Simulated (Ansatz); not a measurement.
## BaPbS3 (model cell, started as cubic perovskite with Pb in the octahedra): a soft mode frozen in

Aim: this structure of BaPbS3 (model cell, started as cubic perovskite with Pb in the octahedra) is to be tested for unstable modes, and one is followed downhill.

Main program and level: Ansatz 0.2.0; DFT PBEsol, scalar-relativistic, plane waves, PAW; PAW set soft_1.

Report form: the programs' logs are mostly left out.

The structure was built from a prototype and need not be the compound's stable phase.

## (1) The structure

The structure is cubic, space group Pm-3m (No. 221). Conventional cell: a = 5.156 Å, b = 5.156 Å, c = 5.156 Å, α = 90.00°, β = 90.00°, γ = 90.00°. Nearest to Ba lie 12 S at 3.65 Å. Pb has 6 S at 2.58 Å nearest. Nearest to S lie 2 Pb at 2.58 Å and 4 Ba at 3.65 Å. Farther neighbours and most contacts between anions are not listed.

## (2) Phonons on a q mesh

The cell comes from relaxations at this level that are not shown. Stability and thermal properties need the whole zone. Linear response on a 2×2×2 q mesh gives force constants as far as a supercell of that size would.

Contents of input.yaml:

```yaml
crystal:
  lattice:
    - [5.1559839981, 0.0, 0.0]
    - [0.0, 5.1559839981, 0.0]
    - [0.0, 0.0, 5.1559839981]
  atoms:
    - { symbol: Ba, position: [0.0, 0.0, 0.0] }
    - { symbol: Pb, position: [0.5, 0.5, 0.5] }
    - { symbol: S, position: [0.5, 0.5, 0.0] }
    - { symbol: S, position: [0.5, 0.0, 0.5] }
    - { symbol: S, position: [0.0, 0.5, 0.5] }
kpoints:
  mp_grid: { grid: [8, 8, 8] }
hamiltonian:
  xc: pbesol
  pseudopotentials: { kind: paw, azcp: { folder: soft_1 }, xc_functional: pbe }
scf:
  occupations: { method: methfessel_paxton, width: 0.2 }
output:
  eigenvalues: true
phonons:
  method: dfpt
  qmesh: [2, 2, 2]
  temperatures: { t_max: 1000, t_step: 50 }
  qpath:
    path:
      - [[0.0, 0.0, 0.0], [0.0, 0.5, 0.0], [0.5, 0.5, 0.0], [0.0, 0.0, 0.0], [0.5, 0.5, 0.5], [0.0, 0.5, 0.0]]
      - [[0.5, 0.5, 0.5], [0.5, 0.5, 0.0]]
    npoints: 10
```

Command:

```
ansatz run input.yaml --threads 4 --pin off --max-ram 16384MiB --backend cpu --events-out ev --progress --plain --runs-dir out
```

Elapsed: 3.7 min, on 4 threads of Arm Neoverse V2, shared host; peak memory 1.4 GiB; 14 min of CPU time.

Numbers from this step:

```
volume per atom                                         : 27.41 Å³
gap on the k-mesh                                       : 0 eV
sum-rule residual before enforcement                    : 4.61e-5 eV/Å²
lowest frequency on the path                            : -103.4 cm⁻¹
point group                                             : m-3m
highest frequency on the path or at a solved wavevector : 324.9 cm⁻¹
highest optical mode at the zone centre (no LO-TO term) : 317.1 cm⁻¹
lowest optical zone-centre mode                         : -69.29 cm⁻¹
lowest mode on the q mesh (acoustic modes at Γ apart)   : -103.4 cm⁻¹
```

Frequencies (cm⁻¹) solved at each irreducible wavevector; negative means imaginary. Frequencies by wavevector, by row:

| q in reciprocal lattice units | star | mode 1 | mode 2 | mode 3 | mode 4 | mode 13 | mode 14 | mode 15 |
| --- | --- | --- | --- | --- | --- | --- | --- | --- |
| 0 0 0 | 1 | -69.3 | -69.3 | -69.3 | -54.1 | 317.1 | 317.1 | 317.1 |
| 0 0 -0.5 | 3 | -52.1 | -52.1 | -43.3 | -42.2 | 273.5 | 321 | 321 |
| 0 -0.5 -0.5 | 3 | -94.6 | -69.7 | -69.7 | -16.4 | 274.4 | 291.2 | 324.9 |
| -0.5 -0.5 -0.5 | 1 | -103.4 | -103.4 | -103.4 | -55 | 273.7 | 273.7 | 323.4 |

Interpolated from a 2×2×2 q mesh. Phonon branches along the path, in cm⁻¹:

| point | branch 1 | branch 2 | branch 3 | branch 4 | branch 12 | branch 13 | branch 14 | branch 15 |
| --- | --- | --- | --- | --- | --- | --- | --- | --- |
| Γ | -69 | -69 | -69 | -54 | 35 | 317 | 317 | 317 |
| halfway | -62 | -62 | -49 | -48 | 85 | 298 | 319 | 319 |
| X | -52 | -52 | -43 | -42 | 126 | 274 | 321 | 321 |
| halfway | -82 | -60 | -56 | -42 | 126 | 277 | 305 | 323 |
| M | -95 | -70 | -70 | -16 | 127 | 274 | 291 | 325 |
| halfway | -75 | -59 | -54 | -50 | 88 | 297 | 304 | 321 |
| Γ | -69 | -69 | -69 | -54 | 35 | 317 | 317 | 317 |
| halfway | -77 | -74 | -74 | -43 | 92 | 298 | 298 | 315 |
| R | -103 | -103 | -103 | -55 | 127 | 274 | 274 | 323 |
| halfway | -87 | -81 | -75 | -49 | 126 | 278 | 299 | 318 |
| X | -52 | -52 | -43 | -42 | 126 | 274 | 321 | 321 |
| jump to R | -103 | -103 | -103 | -55 | 127 | 274 | 274 | 323 |
| halfway | -99 | -88 | -88 | -49 | 127 | 274 | 288 | 321 |
| M | -95 | -70 | -70 | -16 | 127 | 274 | 291 | 325 |

Symmetry leaves 4 wavevectors to solve. The lowest mode among them, the acoustic zeros apart, lies at q = (-0.5, -0.5, -0.5) and is imaginary, 103.4i cm⁻¹, so the energy falls along it.

## (3) The mode frozen in, largest atomic shift 0 Å

The mode followed lies at q = (-0.5, -0.5, -0.5) with frequency 103.4i cm⁻¹ and is 3-fold degenerate, the softest among the wavevectors solved. At small amplitude the distorted cell has space group no. 167 by a symmetry search on the positions. The undistorted cell that holds it gives the zero of energy on the same k mesh.

System of this step: BaPbS3 (model cell, started as cubic perovskite with Pb in the octahedra). Symmetry: Pm-3m, No. 221, cubic system. The conventional cell has a = 5.156 Å, b = 5.156 Å, c = 5.156 Å, α = 90.00°, β = 90.00°, γ = 90.00°. Ba has 12 S at 3.65 Å nearest. Nearest to Pb lie 6 S at 2.58 Å. Nearest to S lie 2 Pb at 2.58 Å and 4 Ba at 3.65 Å. Farther neighbours and most contacts between anions are not listed.

input.yaml, the sections that differ from step 2:

```yaml
crystal:
  lattice:
    - [5.1559839981, 5.1559839981, 0.0]
    - [5.1559839981, 0.0, 5.1559839981]
    - [5.1559839981, 0.0, -5.1559839981]
  atoms:
    - { symbol: Ba, position: [0.0, 0.5, 0.5] }
    - { symbol: Ba, position: [0.0, 0.0, 0.0] }
    - { symbol: Pb, position: [0.5, 0.25, 0.75] }
    - { symbol: Pb, position: [0.5, 0.75, 0.25] }
    - { symbol: S, position: [0.5, 0.5, 0.5] }
    - { symbol: S, position: [0.5, 0.0, 0.0] }
    - { symbol: S, position: [0.0, 0.0, 0.5] }
    - { symbol: S, position: [0.0, 0.5, 0.0] }
    - { symbol: S, position: [0.5, 0.5, 0.0] }
    - { symbol: S, position: [0.5, 0.0, 0.5] }
output:
  forces: true
  stress: true
  eigenvalues: true
# kpoints, hamiltonian, scf: as in step 2
# phonons: removed
```

It took 7.4 s on 4 threads; peak memory 0.84 GiB; 28 s of CPU time.

This step gave:

```
pressure                         : -0.1135 GPa
energy from the undistorted cell : 0 meV/atom
```

The run ends at a pressure of -0.11 GPa.

## (4) The mode frozen in, largest atomic shift 0.6 Å

The atoms are moved along the unstable eigenvector, the largest shift by 0.6 Å, with the cell fixed.

input.yaml, the sections that differ from step 3:

```yaml
crystal:
  lattice:
    - [5.1559839981, 5.1559839981, 0.0]
    - [5.1559839981, 0.0, 5.1559839981]
    - [5.1559839981, 0.0, -5.1559839981]
  atoms:
    - { symbol: Ba, position: [0.0, 0.5, 0.5] }
    - { symbol: Ba, position: [0.0, 0.0, 0.0] }
    - { symbol: Pb, position: [0.5, 0.25, 0.75] }
    - { symbol: Pb, position: [0.5, 0.75, 0.25] }
    - { symbol: S, position: [0.4177142387, 0.5, 0.5] }
    - { symbol: S, position: [0.5822857613, 0.0, 0.0] }
    - { symbol: S, position: [0.0, 0.0822857613, 0.5] }
    - { symbol: S, position: [0.0, 0.4177142387, 0.0] }
    - { symbol: S, position: [0.4177142387, 0.5822857613, 0.0] }
    - { symbol: S, position: [0.5822857613, -0.0822857613, 0.5] }
# kpoints, hamiltonian, scf, output: as in step 3
```

Wall time 17 s (4 threads); peak memory 1.1 GiB.

This step gave:

| Quantity | Value |
| --- | --- |
| pressure | -0.5886 GPa |
| energy from the undistorted cell | -66.30 meV/atom |

The energy, extrapolated to zero smearing, is -66.30 meV/atom against the undistorted cell.

The run ends at a pressure of -0.59 GPa, with forces up to 0.11 eV/Å.

## (5) Energy along the mode, all amplitudes (two of the runs are shown above)

An imaginary frequency means negative curvature, so the energy should fall and then rise again as anharmonic terms take over.

This step gave:

- depth at the lowest point sampled: 66.30 meV/atom
- largest atomic shift at that point: 0.6 Å

The energy from the parent by largest atomic shift:

| largest atomic shift (Å) | energy from the parent (meV/atom) |
| --- | --- |
| 0.000 | 0 |
| 0.040 | -0.668 |
| 0.080 | -2.66 |
| 0.140 | -8.03 |
| 0.220 | -19.0 |
| 0.320 | -36.4 |
| 0.450 | -58.5 |
| 0.600 | -66.3 |

Displacement at unit largest shift by atom:

| atom | x (Å) | y (Å) | z (Å) | size |
| --- | --- | --- | --- | --- |
| Ba1 | 0.000 | 0.000 | 0.000 | 0.000 |
| Ba2 | 0.000 | 0.000 | 0.000 | 0.000 |
| Pb3 | 0.000 | 0.000 | 0.000 | 0.000 |
| Pb4 | 0.000 | 0.000 | 0.000 | 0.000 |
| S5 | -0.707 | -0.707 | 0.000 | 1.000 |
| S6 | 0.707 | 0.707 | 0.000 | 1.000 |
| S7 | 0.707 | 0.000 | 0.707 | 1.000 |
| S8 | -0.707 | 0.000 | -0.707 | 1.000 |
| S9 | 0.000 | -0.707 | 0.707 | 1.000 |
| S10 | 0.000 | 0.707 | -0.707 | 1.000 |

The lowest of the steps tried is the last one, at 0.6 Å, 66.3 meV/atom below the parent; the bottom of the well need not coincide with a step.

## (6) Relaxing from the distorted cell

Starting from the lowest point found, all atoms and the cell are let go, so that strain and other modes of the same symmetry can join in.

input.yaml, as its differences from that of step 4:

```diff
@@ -27 +27,6 @@
   eigenvalues: true
+relax:
+  adjacent_minimum: "off"
+  f_tol: 0.002
+  max_steps: 120
+  cell: { stress_tol: 0.03 }
```

Wall time 86 s (4 threads); peak memory 1.1 GiB; 5.7 min of CPU time.

Step by step:

| step | energy less that of the first step (eV) | largest force component (eV/Å) | pressure (GPa) | volume (Å³) |
| --- | --- | --- | --- | --- |
| 1 | 0.0000 | 0.0761 | -0.59 | 274.14 |
| 2 | -0.2061 | 0.0177 | -0.10 | 268.56 |
| 3 | -0.2376 | 0.0128 | 0.23 | 265.03 |
| 4 | -0.2394 | 0.0027 | -0.09 | 266.92 |
| 5 | -0.2396 | 0.0002 | 0.00 | 266.46 |
| 6* | -0.2394 | 0.0002 | 0.00 | 266.46 |

Relaxation steps marked * repeat the geometry before them on a plane-wave basis chosen anew for their cell, so energy and pressure can jump there.

The run keeps the 12 symmetry operations that it works with, so distortions that break them were not tested.

| conventional cell, symmetrised | before | after | change |
| --- | --- | --- | --- |
| a (Å) | 7.292 | 7.487 | +2.7 % |
| b (Å) | 7.292 | 7.487 | +2.7 % |
| c (Å) | 17.861 | 16.465 | -7.8 % |
| volume (Å³/atom) | 27.41 | 26.65 | -2.8 % |

The atoms that moved most (Å, as changes of fractional coordinates times the final cell):

| atom | dx | dy | dz | length |
| --- | --- | --- | --- | --- |
| S10 | 0.000 | 0.023 | -0.023 | 0.033 |
| S7 | 0.023 | 0.000 | 0.023 | 0.033 |
| S6 | 0.023 | 0.023 | 0.000 | 0.033 |
| S9 | 0.000 | -0.023 | 0.023 | 0.033 |
| S8 | -0.023 | 0.000 | -0.023 | 0.033 |
| S5 | -0.023 | -0.023 | 0.000 | 0.033 |

This step gave:

```yaml
pressure: -2.81e-4 GPa
volume_per_atom: 26.65 Å³
gap_on_the_k_mesh: 0.05916 eV
```

The distorted start has space group R-3c; the relaxation ends in R-3c.

## (7) The new phase in its own primitive cell

The relaxed structure is symmetrised, reduced to its primitive cell and relaxed tightly, as its phonons need.

Contents of input.yaml:

```yaml
crystal:
  lattice:
    - [3.7436721415, 2.1614101187, 5.4883823497]
    - [-3.7436721415, 2.1614101187, 5.4883823497]
    - [0.0, -4.3228202373, 5.4883823497]
  atoms:
    - { symbol: Ba, position: [0.25, 0.25, 0.25] }
    - { symbol: Ba, position: [0.75, 0.75, 0.75] }
    - { symbol: Pb, position: [0.5, 0.5, 0.5] }
    - { symbol: Pb, position: [0.0, 0.0, 0.0] }
    - { symbol: S, position: [0.6632872763, 0.25, 0.8367127237] }
    - { symbol: S, position: [0.3367127237, 0.75, 0.1632872763] }
    - { symbol: S, position: [0.8367127237, 0.6632872763, 0.25] }
    - { symbol: S, position: [0.1632872763, 0.3367127237, 0.75] }
    - { symbol: S, position: [0.75, 0.1632872763, 0.3367127237] }
    - { symbol: S, position: [0.25, 0.8367127237, 0.6632872763] }
kpoints:
  mp_grid: { grid: [6, 6, 6] }
hamiltonian:
  xc: pbesol
  pseudopotentials: { kind: paw, azcp: { folder: soft_1 }, xc_functional: pbe }
scf:
  occupations: { method: methfessel_paxton, width: 0.2 }
output:
  forces: true
  stress: true
  eigenvalues: true
relax:
  adjacent_minimum: "off"
  f_tol: 0.001
  max_steps: 60
  cell: { stress_tol: 0.01 }
```

Wall time 18 s (4 threads); peak memory 0.87 GiB; 68 s of CPU time.

Little changed from the start: no atom moved by 0.005 Å and no cell edge by 0.1 %.

Numbers from this step:

```yaml
pressure: -0.002251 GPa
gap_on_the_k_mesh: 0.05863 eV
direct_gap_on_mesh: 0.05863 eV
```

The largest force component left is 0.100 meV/Å and the pressure is -0.002 GPa, within the tolerances set. The cell now holds 26.65 Å³/atom.

## (8) Modes of the new phase, k-mesh 6×6×6

A relaxed structure may still be a saddle point, so its zone-centre modes are computed. No field response is asked, and the gap on the mesh is small against the smearing.

input.yaml, as its differences from that of step 7:

```diff
@@ -24,9 +24,4 @@
 output:
-  forces: true
-  stress: true
   eigenvalues: true
-relax:
-  adjacent_minimum: "off"
-  f_tol: 0.001
-  max_steps: 60
-  cell: { stress_tol: 0.01 }
+phonons:
+  method: dfpt
```

Wall time 5.6 min (4 threads); peak memory 4.8 GiB; 22 min of CPU time.

Numbers from this step:

* sum-rule residual before enforcement: 3.30e-5 eV/Å²
* point group: -3m
* highest optical mode at the zone centre (no LO-TO term): 296.0 cm⁻¹
* lowest optical zone-centre mode: -70.09 cm⁻¹

Patterns of degenerate modes are one choice out of their space. Modes at Γ, with each element's share of the kinetic energy (negative means imaginary):

| mode | frequency (cm⁻¹) | symmetry | Ba % | Pb % | S % |
| --- | --- | --- | --- | --- | --- |
| 1 | -70.1 | Eu | 1 | 5 | 94 |
| 2 | -70.1 | Eu | 1 | 5 | 94 |
| 3 | -46.4 | A2u | 15 | 5 | 80 |
| 4 | -20.9 | Eg | 14 | 0 | 86 |
| 5 | -20.9 | Eg | 14 | 0 | 86 |
| 6 | 0.0 | acoustic | 31 | 47 | 22 |
| 7 | 0.0 | acoustic | 31 | 47 | 22 |
| 8 | 0.0 | acoustic | 31 | 47 | 22 |
| 9 | 36.2 | A2g | 84 | 0 | 16 |
| 10 | 40.4 | Eu | 36 | 52 | 12 |
| 11 | 40.4 | Eu | 36 | 52 | 12 |
| 12 | 57.7 | A2u | 54 | 42 | 4 |
| 13 | 71.2 | A2g | 16 | 0 | 84 |
| 14 | 81.3 | Eg | 82 | 0 | 18 |
| 15 | 81.3 | Eg | 82 | 0 | 18 |
| 16 | 106.6 | Eu | 22 | 74 | 4 |
| 17 | 106.6 | Eu | 22 | 74 | 4 |
| 18 | 111.2 | A1u | 0 | 96 | 4 |
| 19 | 161.0 | A1g | 0 | 0 | 100 |
| 20 | 182.4 | Eu | 10 | 16 | 74 |
| 21 | 182.4 | Eu | 10 | 16 | 74 |
| 22 | 185.9 | Eg | 4 | 0 | 96 |
| 23 | 185.9 | Eg | 4 | 0 | 96 |
| 24 | 205.0 | A1u | 0 | 4 | 96 |
| 25 | 230.3 | Eg | 1 | 0 | 99 |
| 26 | 230.3 | Eg | 1 | 0 | 99 |
| 27 | 238.1 | A2u | 0 | 6 | 93 |
| 28 | 286.6 | Eu | 0 | 6 | 94 |
| 29 | 286.6 | Eu | 0 | 6 | 94 |
| 30 | 296.0 | A2g | 0 | 0 | 100 |

Displacements in mode 1 (-70.1 cm⁻¹), the largest set to 1:
```
Ba1  0.00  0.07  0.00
Ba2  0.00  0.07  0.00
Pb3  0.05  0.13  0.00
Pb4 -0.03  0.13  0.00
S5   0.27 -0.18 -0.44
S6   0.27 -0.18 -0.44
S7   0.00 -0.74  1.00
S8   0.00 -0.74  1.00
S9  -0.35 -0.22 -0.56
S10 -0.35 -0.22 -0.56
```

Displacements in mode 18 (111.2 cm⁻¹), the largest set to 1:
```
Ba1  0.00  0.00  0.00
Ba2  0.00  0.00  0.00
Pb3  0.00  0.00 -1.00
Pb4  0.00  0.00  1.00
S5   0.15  0.26  0.00
S6   0.15  0.26  0.00
S7  -0.30  0.00  0.00
S8  -0.30  0.00  0.00
S9   0.15 -0.26  0.00
S10  0.15 -0.26  0.00
```

Before it was imposed, the acoustic sum rule was missed by 3.3e-5 eV/Å². Small misses are needed for a sound result but don't prove that mesh and cutoff are converged. The lowest optical mode is imaginary, 70.1i cm⁻¹, so the energy falls along it.

## (9) Outcome

- unstable mode of the parent: q = (-0.5, -0.5, -0.5), 103i cm⁻¹
- depth at the lowest point sampled: 66.3 meV/atom
- largest atomic shift at that point: 0.6 Å
- space group reached (within 0.01 Å): R-3c
- energy gained over the parent (first relaxation, on the mesh of the frozen mode): 90.1 meV/atom
- volume per atom, phase reached: 26.6 Å³
- gap on the k-mesh, phase reached: 0.0586 eV
- lowest optical zone-centre mode, phase reached: -70.1 cm⁻¹
- highest optical mode at the zone centre (no LO-TO term), phase reached: 296 cm⁻¹

Along this mode the structure falls into R-3c, 90.1 meV/atom below the parent. At the parent's cell the well is 66.30 meV/atom deep on the steps tried, with its lowest point at a shift of 0.6 Å. That is the last step tried, so the steps alone don't bracket the bottom of the well. Relaxing atoms and cell changes the gain by +23.84 meV/atom against the lowest step (energies at zero smearing). The new phase still has an imaginary mode at the zone centre of its cell, so it is a saddle point on the way to a lower structure. Of the 4 patterns followed to their end from this parent, this one ends 145 meV/atom above the lowest, I4/mcm. Each path keeps the symmetry of its pattern, so a lower phase may lie along a pattern not tried. With no gap, or one that is small against the smearing, the frequencies hang on the k mesh and the smearing, most of all near Kohn anomalies. Spin-orbit coupling is left out, which can matter for the heavy elements here. The PAW files were made for PBE and serve the other functionals too. A phonon run warned that its eigensolver left some bands unconverged in a pass. The starting cell was built on a prototype and not taken from a measurement, so the phase need not exist.

[Logs are printed without paths, hosts, clocks, repeated set-up lines and the standing remarks that a program may print on its own settings, such as how far it seeks lower states.]

[Hosts, paths, dates, database ids (printed as entryN), source tags and the programs' standing remarks are cut or masked in the printed files.]
